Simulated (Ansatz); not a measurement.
The compound is NaWO3 (cubic perovskite) (Pm-3m).

The structure was built from a prototype and need not be the compound's stable phase.

It takes space group Pm-3m (No. 221, cubic). Conventional cell: a = 3.846 Å, b = 3.846 Å, c = 3.846 Å, α = 90.00°, β = 90.00°, γ = 90.00°. Nearest to Na lie 12 O at 2.72 Å. W has 6 O at 1.92 Å nearest. Nearest to O lie 2 W at 1.92 Å and 4 Na at 2.72 Å. Farther neighbours and most contacts between anions are not listed.

```
Na W O
1.0
     0.00000   -3.84569    0.00000
     0.00000    0.00000    3.84569
    -3.84569    0.00000    0.00000
Na W O
1 1 3
Direct
  0.00000 0.00000 0.00000
  0.50000 0.50000 0.50000
  0.50000 0.50000 0.00000
  0.50000 0.00000 0.50000
  0.00000 0.50000 0.50000
```

The structure was relaxed with LDA. The structure type comes from a generator and need not be one that this composition takes. The structure was generated from a model, not taken from a measurement. The runs that relaxed it are not among those shown. The program's search for lower electronic states was switched off, so nothing shows that the state found is the lowest. Spin-orbit coupling is left out unless a run names it. PAW set soft_2, made with PBE.

A constrained-RPA run (Ansatz 0.2.0; non-magnetic LDA; W t2g, bands v1 to c2, 4×4×4 mesh, medium accuracy) builds 3 functions on bands 4.7 eV wide, with 1.0 electrons in the window. The bare on-site interaction is 11.2 eV and the bare J 0.39 eV.

Question: What U and J survive the screening?

On the W t2g shell, U = 3.09 eV (28 % of the bare value), U′ = 2.48 eV, J = 0.28 eV.

The parent state is non-magnetic and the interaction static (zero frequency); U depends on the window and the orbitals, so it belongs to this model alone. Spin-orbit coupling, which is strong for atoms this heavy, is left out.

[Paths, hosts, dates, memory and timing lines, banners, echoed tables and standing remarks are left out of the program output.]

[Logs are printed without paths, hosts, clocks, repeated set-up lines and the standing remarks that a program may print on its own settings, such as how far it seeks lower states.]

[Runs of the session that timed out or met a known fault of the program may be left out.]

[Hosts, paths, dates, database ids (printed as entryN), source tags and the programs' standing remarks are cut or masked in the printed files.]
